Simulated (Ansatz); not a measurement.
## YSb (model cell, started as zinc blende): phonons and vibrational spectra

Task: relax YSb (model cell, started as zinc blende), then find its harmonic phonons.

Calculated with Ansatz 0.2.0; DFT LDA, scalar-relativistic, plane waves, PAW.

The structure was built from a prototype and need not be the compound's stable phase.

**1. Set-up**

Symmetry: F-43m, No. 216, cubic system. Conventional cell: a = 6.838 Å, b = 6.838 Å, c = 6.838 Å, α = 90.00°, β = 90.00°, γ = 90.00°. Nearest to Y lie 4 Sb at 2.96 Å. Nearest to Sb lie 4 Y at 2.96 Å. Farther neighbours are not listed.

**2. Relaxation**

Harmonic phonons are second derivatives at a point where the forces vanish, and they are wanted at zero stress, so atoms and cell are relaxed first.

Input file input.yaml:

```yaml
crystal:
  lattice:
    - [0.0, 3.41907, 3.41907]
    - [3.41907, 0.0, 3.41907]
    - [3.41907, 3.41907, 0.0]
  atoms:
    - { symbol: "Y", position: [0.0, 0.0, 0.0] }
    - { symbol: Sb, position: [0.25, 0.25, 0.25] }
kpoints:
  mp_grid: { grid: [6, 6, 6] }
hamiltonian:
  xc: lda
scf:
  occupations: { method: gaussian, width: 0.02 }
output:
  forces: true
  stress: true
  eigenvalues: true
  write_density: true
  write_potential: true
  elf: true
  volumetric_format: npy
relax:
  adjacent_minimum: "off"
  f_tol: 0.005
  max_steps: 80
  cell: { stress_tol: 0.05 }
```

On the command line:

```sh
$ ansatz run input.yaml --threads 4 --pin off --max-ram 7168MiB --backend cpu --events-out ev --progress --plain --runs-dir out
```

Numbers of over 12 decimals in the logs are rounded to 6 here.

Output:

```text
Engine: ansatz 0.2.0, aarch64-unknown-linux-gnu
Pseudopotentials: kind: paw
Pseudopotential: Y, paw, valence charge 11, recommended cutoff 420 eV (normal), Y.paw.azcp
Pseudopotential: Sb, paw, valence charge 15, recommended cutoff 420 eV (normal), Sb.paw.azcp
Functional definition: SPW92
  exchange = slater_x
  correlation = pw_c
Crystal: 2 atoms, lattice volume = 79.938 Å³
Basis set: ecut = 420 eV, 1471 PW (Γ)
Bands: 17, of which v1, the nominal top of the filled ones, is band 13 counted from 1 (12 counted from 0)
Symmetry: 24 space group operations
Space group: F-43m (ITA 216), of the structure as read, at distance tolerance 4.3e-5 Å
k-points: 16 of 216 (time reversal used)
Non-local potential: Y, projectors of the file, l = 0: 3, l = 1: 2, l = 2: 2, l = 3: 1
Non-local potential: Sb, projectors of the file, l = 0: 2, l = 1: 2, l = 2: 2, l = 3: 2
PAW form: soft (Blöchl's): semilocal exchange-correlation on the pseudo side does not see the compensation charge
PAW frozen core: Y, regenerated for the run's functional, and the local potential with it (the file was generated under x = pbe(κ = 0.804, μ = 0.219515), c = pbe(β = 0.066725))
PAW frozen core: Sb, regenerated for the run's functional, and the local potential with it (the file was generated under x = pbe(κ = 0.804, μ = 0.219515), c = pbe(β = 0.066725))
PAW one-centre angular grid: Y, 590 points (default); XC on 64 Gauss nodes
PAW one-centre angular grid: Sb, 590 points (default); XC on 64 Gauss nodes
Initial density: superposition of atomic densities (neutral atoms: chi_scale 0, normalization atom), corrected by the library's trained network
Initial wavefunctions: pseudopotential atomic-orbital guess
Functional: x = slater, c = lda
SCF iter   1: F=—  HF=-10082.514357 eV  |F-HF|=—  |Δ(HF+E_count)|=         —  Δρ=5.66e-3  dr2=9.57e-3  ethr=1.77e-3  ⟨swp⟩=5.9  Hψ=1404  notcnv=0
preconditioner: auto → none  [insulator: Δε(μ)=1.345 eV  Ē_g=5.606 eV  σ=0.020 eV  W_gap=1.00  n_scr=14 (ndim 8)  ℏωp=11.7 eV  f_vac=0.042  D(μ)=0.00/eV (n_scr^D=0)  ε∞_Penn≈5.4]
SCF iter   2: F=—  HF=-10082.513333 eV  |F-HF|=—  |Δ(HF+E_count)|=   1.02e-3  Δρ=2.53e-3  dr2=1.87e-3  ethr=3.68e-5  ⟨swp⟩=2.2  Hψ=543  notcnv=0
SCF iter   3: F=—  HF=-10082.513479 eV  |F-HF|=—  |Δ(HF+E_count)|=   1.47e-4  Δρ=5.89e-4  dr2=5.84e-4  ethr=7.18e-6  ⟨swp⟩=2.0  Hψ=540  notcnv=0
SCF iter   4: F=—  HF=-10082.513284 eV  |F-HF|=—  |Δ(HF+E_count)|=   1.96e-4  Δρ=1.30e-4  dr2=1.08e-5  ethr=2.24e-6  ⟨swp⟩=2.3  Hψ=374  notcnv=0
SCF iter   5: F=—  HF=-10082.513287 eV  |F-HF|=—  |Δ(HF+E_count)|=   3.83e-6  Δρ=1.62e-5  dr2=2.63e-7  ethr=4.15e-8  ⟨swp⟩=2.9  Hψ=466  notcnv=0
SCF iter   6: F=-10082.513287 eV  HF=-10082.513287 eV  |F-HF|=6.35e-10  |Δ(HF+E_count)|=   4.88e-8  Δρ=3.40e-6  dr2=4.27e-9  ethr=3.85e-10  ⟨swp⟩=10.4  Hψ=2043  notcnv=0
SCF 1 converged in 6 iterations: F = -10082.513287 eV  dr2 = 4.27e-9
  greatest PAW one-centre occupation: 0.997 electrons in one spin orbital (limit 2), on the Sb atom at site 1 (counted from 0), in its partial waves of l = 2
relax step   1: F+E_penalty+E_count = -10082.51328731 eV  Δ(F+E_penalty+E_count) = +0.000e0 eV  max|allowed force component| = 1.596e-16 eV/Å  Δτ_max = 0.0000 Å  P = -0.836 GPa  Ω = 79.938 Å³  (6 SCF iters, dr2 threshold 1.00e-7 eV, accepted)
Crystal: 2 atoms, lattice volume = 77.460 Å³
Basis set: ecut = 420 eV, 1459 PW (Γ)
Initial density: handed on by an earlier stage of this run
Initial wavefunctions: those handed on with the density
iter 1 solved again at ethr=7.03e-6 eV; its pass at ethr=3.10e-3 eV (dr2=1.83e-3 eV) is discarded
SCF iter   1: F=—  HF=-10082.517052 eV  |F-HF|=—  |Δ(HF+E_count)|=         —  Δρ=1.06e-3  dr2=1.88e-3  ethr=7.03e-6  ⟨swp⟩=2.0  Hψ=1850  notcnv=0
preconditioner: auto → none  [insulator: Δε(μ)=1.291 eV  Ē_g=5.659 eV  σ=0.020 eV  W_gap=1.00  n_scr=14 (ndim 8)  ℏωp=11.9 eV  f_vac=0.026  D(μ)=0.00/eV (n_scr^D=0)  ε∞_Penn≈5.4]
SCF iter   2: F=—  HF=-10082.516498 eV  |F-HF|=—  |Δ(HF+E_count)|=   5.54e-4  Δρ=4.56e-4  dr2=2.40e-4  ethr=7.03e-6  ⟨swp⟩=2.0  Hψ=427  notcnv=0
SCF iter   3: F=—  HF=-10082.516449 eV  |F-HF|=—  |Δ(HF+E_count)|=   4.94e-5  Δρ=1.91e-4  dr2=2.99e-5  ethr=9.23e-7  ⟨swp⟩=2.2  Hψ=371  notcnv=0
SCF iter   4: F=—  HF=-10082.516444 eV  |F-HF|=—  |Δ(HF+E_count)|=   4.59e-6  Δρ=8.19e-5  dr2=6.53e-6  ethr=1.15e-7  ⟨swp⟩=2.4  Hψ=427  notcnv=0
SCF iter   5: F=—  HF=-10082.516443 eV  |F-HF|=—  |Δ(HF+E_count)|=   8.73e-7  Δρ=1.98e-5  dr2=3.41e-7  ethr=2.51e-8  ⟨swp⟩=2.0  Hψ=307  notcnv=0
SCF iter   6: F=-10082.516443 eV  HF=-10082.516443 eV  |F-HF|=4.15e-10  |Δ(HF+E_count)|=   7.17e-9  Δρ=2.50e-6  dr2=4.11e-9  ethr=7.69e-10  ⟨swp⟩=8.2  Hψ=1598  notcnv=0
SCF 2 converged in 6 iterations: F = -10082.516443 eV  dr2 = 4.11e-9
relax step   2: F+E_penalty+E_count = -10082.51644329 eV  Δ(F+E_penalty+E_count) = -3.156e-3 eV  max|allowed force component| = 1.006e-16 eV/Å  Δτ_max = 0.0000 Å  P = +0.487 GPa  Ω = 77.460 Å³  energy of the carried Pulay correction = +1.947e-4 eV  (6 SCF iters, dr2 threshold 2.00e-7 eV, accepted)
Crystal: 2 atoms, lattice volume = 78.355 Å³
iter 1 solved again at ethr=8.82e-7 eV; its pass at ethr=3.10e-3 eV (dr2=2.29e-4 eV) is discarded
SCF iter   1: F=—  HF=-10082.517763 eV  |F-HF|=—  |Δ(HF+E_count)|=         —  Δρ=3.93e-4  dr2=2.62e-4  ethr=8.82e-7  ⟨swp⟩=2.0  Hψ=1840  notcnv=0
preconditioner: auto → none  [insulator: Δε(μ)=1.313 eV  Ē_g=5.651 eV  σ=0.020 eV  W_gap=1.00  n_scr=14 (ndim 8)  ℏωp=11.9 eV  f_vac=0.037  D(μ)=0.00/eV (n_scr^D=0)  ε∞_Penn≈5.4]
SCF iter   2: F=—  HF=-10082.517688 eV  |F-HF|=—  |Δ(HF+E_count)|=   7.57e-5  Δρ=1.71e-4  dr2=3.61e-5  ethr=8.82e-7  ⟨swp⟩=2.0  Hψ=382  notcnv=0
SCF iter   3: F=—  HF=-10082.517680 eV  |F-HF|=—  |Δ(HF+E_count)|=   7.48e-6  Δρ=7.13e-5  dr2=4.35e-6  ethr=1.39e-7  ⟨swp⟩=2.2  Hψ=372  notcnv=0
SCF iter   4: F=—  HF=-10082.517680 eV  |F-HF|=—  |Δ(HF+E_count)|=   4.98e-7  Δρ=2.91e-5  dr2=8.14e-7  ethr=1.67e-8  ⟨swp⟩=2.4  Hψ=427  notcnv=0
SCF iter   5: F=-10082.517679 eV  HF=-10082.517679 eV  |F-HF|=1.60e-9  |Δ(HF+E_count)|=   9.96e-8  Δρ=6.80e-6  dr2=3.67e-8  ethr=7.69e-10  ⟨swp⟩=10.4  Hψ=1935  notcnv=0
SCF 3 converged in 5 iterations: F = -10082.517679 eV  dr2 = 3.67e-8
relax step   3: F+E_penalty+E_count = -10082.51767947 eV  Δ(F+E_penalty+E_count) = -1.236e-3 eV  max|allowed force component| = 7.922e-17 eV/Å  Δτ_max = 0.0000 Å  P = -0.014 GPa  Ω = 78.355 Å³  energy of the carried Pulay correction = +1.238e-4 eV  (5 SCF iters, dr2 threshold 2.00e-7 eV, accepted)
Initial wavefunctions: pseudopotential atomic-orbital guess (no wavefunctions were taken with the density)
iter 1 solved again at ethr=5.50e-7 eV; its pass at ethr=3.10e-3 eV (dr2=1.43e-4 eV) is discarded
SCF iter   1: F=—  HF=-10082.517548 eV  |F-HF|=—  |Δ(HF+E_count)|=         —  Δρ=1.30e-5  dr2=4.82e-8  ethr=5.50e-7  ⟨swp⟩=3.1  Hψ=2079  notcnv=0
eigensolver tolerance schedule: the retry pair's looser diagonalisation over-reported the residual by 2965.91 of it (diagonalisation noise at 1.11 of the residual, at the tolerance the schedule requests for it); recorded, not acted on — ethr = c·dr2/N_el stays at c = 1.0e-1
preconditioner: auto → none  [insulator: Δε(μ)=1.311 eV  Ē_g=5.644 eV  σ=0.020 eV  W_gap=1.00  n_scr=14 (ndim 8)  ℏωp=11.9 eV  f_vac=0.035  D(μ)=0.00/eV (n_scr^D=0)  ε∞_Penn≈5.4]
SCF iter   2: F=—  HF=-10082.517547 eV  |F-HF|=—  |Δ(HF+E_count)|=   8.36e-7  Δρ=6.56e-6  dr2=1.16e-8  ethr=1.85e-10  ⟨swp⟩=2.9  Hψ=560  notcnv=0
SCF iter   3: F=—  HF=-10082.517547 eV  |F-HF|=—  |Δ(HF+E_count)|=   5.20e-9  Δρ=1.93e-6  dr2=5.02e-9  ethr=4.47e-11  ⟨swp⟩=2.2  Hψ=424  notcnv=0
SCF iter   4: F=—  HF=-10082.517547 eV  |F-HF|=—  |Δ(HF+E_count)|=   1.39e-9  Δρ=5.07e-7  dr2=8.83e-11  ethr=1.93e-11  ⟨swp⟩=2.3  Hψ=375  notcnv=0
SCF iter   5: F=-10082.517547 eV  HF=-10082.517547 eV  |F-HF|=5.46e-12  |Δ(HF+E_count)|=  3.64e-12  Δρ=1.10e-7  dr2=7.05e-12  ethr=1.00e-12  ⟨swp⟩=6.0  Hψ=1171  notcnv=0
SCF 4 converged in 5 iterations: F = -10082.517547 eV  dr2 = 7.05e-12
relax step   4: F+E_penalty+E_count = -10082.51754686 eV  Δ(F+E_penalty+E_count) = +1.326e-4 eV  max|allowed force component| = 7.575e-17 eV/Å  Δτ_max = 0.0000 Å  P = -0.013 GPa  Ω = 78.355 Å³  stress off target by 1.34e-2 GPa  SCF on the basis re-selected at this cell (its energy is not comparable with the rows above)  (5 SCF iters)
basis re-selected at this cell: Δ(F+E_penalty+E_count) = +1.326e-4 eV, ΔP = +0.001 GPa vs the last step (what re-selecting the basis moved, of the pressure what is left beyond the Pulay correction that the steps carried, after the strain that the cell walked since its last selection, with what the two solves' SCF thresholds leave and, on support functions, any second-order correction that the steps lacked; it is no m [...]
SCF converged after 5 iterations
Free energy (F): -10082.517547 eV
Harris-Foulkes:  -10082.517547 eV  (|F-HF|=5.46e-12)
Internal energy: -10082.517547 eV  (E = F + TS)
E sigma→0 (E₀):  -10082.517547 eV
Fermi energy:    6.163522 eV
--- Per-component energies (eV) ---
  E_band       = -360.722229
  E_kinetic    = 514.857651
  E_local      = -2745.082525  (includes V_loc(G=0)·N_el)
  E_nonlocal   = 421.505270
  E_hartree    = 1149.385101
  E_xc         = -309.496266
  E_vxc        = -295.803839  (∫ρ·V_xc dr)
  E_paw        = -7152.629220  (= ΣΔE_a)
  E_vpaw       = -554.968941  (= ΣTr[D̂ρ^β])
  E_aug_tail   = -0.000001  (compensation charges beyond the density's cutoff)
  E_ewald      = -1961.945967
  E_core_change = 0.888409  (= ΣΔE_core)
  E_smearing   = -0.000000  (= −TS)
  E_closure    = 0.000000  (closes the sum)
  Σ components = -10082.517547   (vs F -10082.517547, Δ=0.00e0)
--- Forces (eV/Å), atoms counted from 1 ---
  atom   1  Y     -0.00000000    -0.00000000    -0.00000000
  atom   2  Sb     0.00000000     0.00000000     0.00000000
  max |Σ_I F_I| component: 1.08e-16 eV/Å
--- Stress (GPa, compression-positive) ---
       -0.013419      -0.000000      -0.000000
       -0.000000      -0.013419       0.000000
       -0.000000       0.000000      -0.013419
  P = ⅓ Tr σ = -0.0134 GPa (-0.134 kbar)
--- Band table (eV; the first three rows and the last of 16) ---
  k-point 0: bands = [... 9 lower, -2.6701, 4.8849, 4.8849, 4.8849, 8.2430, 8.2430, 8.3327, 11.8869]
  k-point 1: bands = [... 9 lower, -2.5276, 4.4441, 4.9622, 4.9622, 8.1441, 8.1441, 9.1400, 10.7811]
  k-point 2: bands = [... 9 lower, -2.2239, 3.8787, 5.0894, 5.0894, 8.2224, 8.2224, 8.9969, 10.1945]
  k-point 15: bands = [... 9 lower, -1.8527, 3.8510, 4.8007, 5.4401, 6.8974, 8.2076, 8.7137, 9.2398]
--- Relaxed structure (3 steps of the walk, 3 accepted, 1 SCFs on fresh bases) ---
  F+E_penalty+E_count = -10082.51754686 eV   max|allowed force component| = 7.575e-17 eV/Å   (the final SCF, on the basis selected at the relaxed cell)
  cell:  # Å, volume = 78.3546 Å³
    - [0, 3.396342, 3.396342]
    - [3.396342, 0, 3.396342]
    - [3.396342, 3.396342, 0]
  atoms:
    - { symbol: Y, position: [0, 0, 0] }
    - { symbol: Sb, position: [0.25, 0.25, 0.25] }
```

It took 2.9 s on 4 threads of Arm Neoverse V2, shared host; peak memory 0.37 GiB; 9.8 s of CPU time.

Step by step:

```
step  energy less that of the first step (eV)  largest force component (eV/Å)  pressure (GPa)  volume (Å³)
   1                                   0.0000                          0.0000           -0.84        79.94
   2                                  -0.0032                          0.0000            0.49        77.46
   3                                  -0.0044                          0.0000           -0.01        78.35
  4*                                  -0.0043                          0.0000           -0.01        78.35
```

Relaxation steps marked * repeat the geometry before them on a plane-wave basis chosen anew for their cell, so energy and pressure can jump there.

The run keeps the 24 symmetry operations that it works with, so distortions that break them were not tested.

```
conventional cell, symmetrised  before  after  change
                         a (Å)   6.838  6.793  -0.7 %
                         b (Å)   6.838  6.793  -0.7 %
                         c (Å)   6.838  6.793  -0.7 %
              volume (Å³/atom)   39.97  39.18  -2.0 %
```

Final coordinates:

```cif
data_structure
_symmetry_space_group_name_H-M 'P 1'
_symmetry_Int_Tables_number 1
_cell_length_a 4.8032
_cell_length_b 4.8032
_cell_length_c 4.8032
_cell_angle_alpha 60.000
_cell_angle_beta 60.000
_cell_angle_gamma 60.000
_cell_volume 78.35
loop_
_atom_site_label
_atom_site_type_symbol
_atom_site_fract_x
_atom_site_fract_y
_atom_site_fract_z
_atom_site_occupancy
Y1 Y 0.00000 0.00000 0.00000 1
Sb2 Sb 0.25000 0.25000 0.25000 1
```

This step gave:

```
pressure           : -0.01342 GPa
gap on the k-mesh  : 1.311 eV
volume per atom    : 39.18 Å³
direct gap on mesh : 1.311 eV
```

Valence density in the ac plane of a cell with a along [110], b along [-110] and c along [001] of the cube at fractional y = 0.500, with atoms of Y and Sb within 0.2 Å of it. It is the smooth field of the valence electrons, not physical close to the nuclei.

Values in e/Å³, 10 rows by 16 columns, each cell a mean:
```
 0  0  0  0  0  0  0  0  0  0  0  0  0  0  0  0
 0  0  0  0  0  0  0  0  0  0  0  0  0  0  0  0
 0  0  0  0  0  0  0  0  0  0  0  0  0  0  0  0
 0  0  0  1  1  0  0  0  0  0  0  1  1  0  0  0
 0  0  1  3  3  1  0  0  0  0  1  3  3  1  0  0
 0  0  1  2  3  1  0  0  0  0  1  2  3  1  0  0
 4  1  0  0  0  0  1  3  4  1  0  0  0  0  1  3
13  1  0  0  0  0  1  9 13  1  0  0  0  0  1  9
 2  0  0  0  0  0  0  1  2  0  0  0  0  0  0  1
 0  0  0  0  0  0  0  0  0  0  0  0  0  0  0  0
```
Columns run along a (9.6 Å), rows up along c (6.8 Å), edges of the conventional cell, whose origin can differ from the input's. Atoms in or near the plane, at fractional coordinates: Y at (0.75, 0.50), Y at (0.25, 0.50), Sb at (0.50, 0.25), Sb at (0.00, 0.25).

ELF in the ac plane of a cell with a along [110], b along [-110] and c along [001] of the cube at fractional y = 0.500, with atoms of Y and Sb within 0.2 Å of it. It is the smooth field of the valence electrons, not physical close to the nuclei.

Ten even steps from '_' (0.00) to '@' (0.86), each cell a mean:
```
**++--..____________..--++**++==::..__________..::==++
::::..________________..::::::..__________________..::
______________________________________________________
______________________________________________________
______________________________________________________
______________________________________________________
________..--++++--..________________::==++==::________
::..__..++%%@@@@%%==____..::::____::##@@@@@@##::____::
++==....##@@%%%%@@##....==++++::..==@@@@##@@@@==..::++
%%##--::##@@**##@@##::==##%%##++::==@@%%**%%@@==::**##
####**--++@@@@@@%%++--**########++--##@@@@@@##--++####
==++**++--++%%##++--++**++====****====##%%##--==**++==
..::++**==::::::::==**++::....--****::::::::--****--..
____--****::____--****--______::++##++..__..++##++::__
____--**##==....==##**--______::==##**::__::**##==::__
..::==****==....==****==::....--++##++::__::++##++--..
====**##++::____::++##**======++****==..__..==****++==
**####**--..____..--**####**######++::______::++######
%%##**==..________..==**##%%####++::________..::++####
```
Columns run along a (9.6 Å), rows up along c (6.8 Å), edges of the conventional cell, whose origin can differ from the input's. Atoms in or near the plane, at fractional coordinates: Y at (0.75, 0.50), Y at (0.25, 0.50), Sb at (0.50, 0.25), Sb at (0.00, 0.25).

Electrostatic potential energy in the ac plane of a cell with a along [110], b along [-110] and c along [001] of the cube at fractional y = 0.500, with atoms of Y and Sb within 0.2 Å of it. With pseudopotentials it is smooth inside the atoms' cores, unlike the true potential.

Ten even steps from '_' (-47 eV) to '@' (11 eV), each cell a mean:
```
@@@@@@@@@@@@@@@@@@@@@@@@@@@@@@@@@@@@@@@@@@@@@@@@@@@@@@
@@@@@@@@@@@@@@@@@@@@@@@@@@@@@@@@@@@@@@@@@@@@@@@@@@@@@@
@@@@@@@@@@@@@@@@@@@@@@@@@@@@@@@@@@@@@@@@@@@@@@@@@@@@@@
@@@@@@@@@@@@@@@@@@@@@@@@@@@@@@@@@@@@@@@@@@@@@@@@@@@@@@
@@@@@@@@@@@@@@@@@@@@@@@@@@@@@@@@@@@@@@@@@@@@@@@@@@@@@@
@@@@@@@@@@%%%%%%%%@@@@@@@@@@@@@@@@@@%%%%%%%%%%@@@@@@@@
@@@@@@@@%%##****##%%@@@@@@@@@@@@@@%%##**++**##%%@@@@@@
@@@@@@%%##--....--##%%@@@@@@@@@@@@%%++::..::++%%@@@@@@
@@@@@@%%++______..++%%@@@@@@@@@@%%##::______::##%%@@@@
@@@@@@%%==________==%%@@@@@@@@@@%%**::______::**%%@@@@
%%%%%%%%**..____::**%%%%%%%%%%%%%%##--______==##%%%%%%
++**%%%%##++----++##%%%%**++**##%%%%**==--==##%%%%##**
====**%%%%%%####%%%%%%**======++##%%%%######%%%%##++==
====++%%@@@@@@@@@@@@%%++========**%%@@@@@@@@@@%%**====
====++%%@@@@@@@@@@@@%%++========**@@@@@@@@@@@@%%**====
====**%%@@@@@@@@@@@@%%**======++##@@@@@@@@@@@@@@##++==
++**%%@@@@@@@@@@@@@@@@%%**++**##%%@@@@@@@@@@@@@@%%##**
%%%%@@@@@@@@@@@@@@@@@@@@%%%%%%@@@@@@@@@@@@@@@@@@@@@@%%
@@@@@@@@@@@@@@@@@@@@@@@@@@@@@@@@@@@@@@@@@@@@@@@@@@@@@@
```
Columns run along a (9.6 Å; values clipped at the 3rd and 97th percentile), rows up along c (6.8 Å), edges of the conventional cell, whose origin can differ from the input's. Atoms in or near the plane, at fractional coordinates: Y at (0.75, 0.50), Y at (0.25, 0.50), Sb at (0.50, 0.25), Sb at (0.00, 0.25).

In this step the volume went from 39.97 to 39.18 Å³/atom.

**3. Tight relaxation**

Phonons need a cell at rest on their own settings, so the relaxation is repeated with tight tolerances on forces and stress, using the mesh and the filling of the phonon run that follows.

Input file input.yaml:

```yaml
crystal:
  lattice:
    - [0.0, 3.3963423, 3.3963423]
    - [3.3963423, 0.0, 3.3963423]
    - [3.3963423, 3.3963423, 0.0]
  atoms:
    - { symbol: "Y", position: [0.0, 0.0, 0.0] }
    - { symbol: Sb, position: [0.25, 0.25, 0.25] }
kpoints:
  mp_grid: { grid: [8, 8, 8] }
hamiltonian:
  xc: lda
scf:
  occupations: { method: fixed }
output:
  forces: true
  stress: true
  eigenvalues: true
relax:
  adjacent_minimum: "off"
  f_tol: 0.001
  max_steps: 60
  cell: { stress_tol: 0.01 }
```

Output:

```text
[...]
Crystal: 2 atoms, lattice volume = 78.355 Å³
Basis set: ecut = 420 eV, 1471 PW (Γ)
Bands: 17, of which v1, the nominal top of the filled ones, is band 13 counted from 1 (12 counted from 0)
Symmetry: 24 space group operations
[...]
k-points: 29 of 512 (time reversal used)
[...]
k-point 28: bands = [... 9 lower, -1.8489, 4.2772, 4.2881, 5.4240, 6.9258, 8.2208, 8.7092, 9.3026]
--- Relaxed structure (2 steps of the walk, 2 accepted, 1 SCFs on fresh bases) ---
[...]
cell:  # Å, volume = 78.3171 Å³
    - [0, 3.395801, 3.395801]
    - [3.395801, 0, 3.395801]
    - [3.395801, 3.395801, 0]
  atoms:
    - { symbol: Y, position: [0, 0, 0] }
    - { symbol: Sb, position: [0.250000, 0.250000, 0.250000] }
[key lines of the parts left out:]
SCF converged after 6 iterations
Free energy (F): -10082.517552 eV
Fermi energy:    5.512905 eV
P = ⅓ Tr σ = 0.0077 GPa (0.077 kbar)
```

It took 3.3 s on 4 threads; peak memory 0.4 GiB; 12 s of CPU time.

Little changed from the start: no atom moved by 0.005 Å and no cell edge by 0.1 %.

Numbers from this step:

```yaml
pressure: 0.007658 GPa
gap_on_the_k_mesh: 1.310 eV
volume_per_atom: 39.16 Å³
direct_gap_on_mesh: 1.310 eV
```

The forces vanish by symmetry and the pressure is 0.008 GPa, within the tolerances set. The cell now holds 39.16 Å³/atom.

[end of part 1 of 3]

[Logs are printed without paths, hosts, clocks, repeated set-up lines and the standing remarks that a program may print on its own settings, such as how far it seeks lower states.]

[Hosts, paths, dates, database ids (printed as entryN), source tags and the programs' standing remarks are cut or masked in the printed files.]
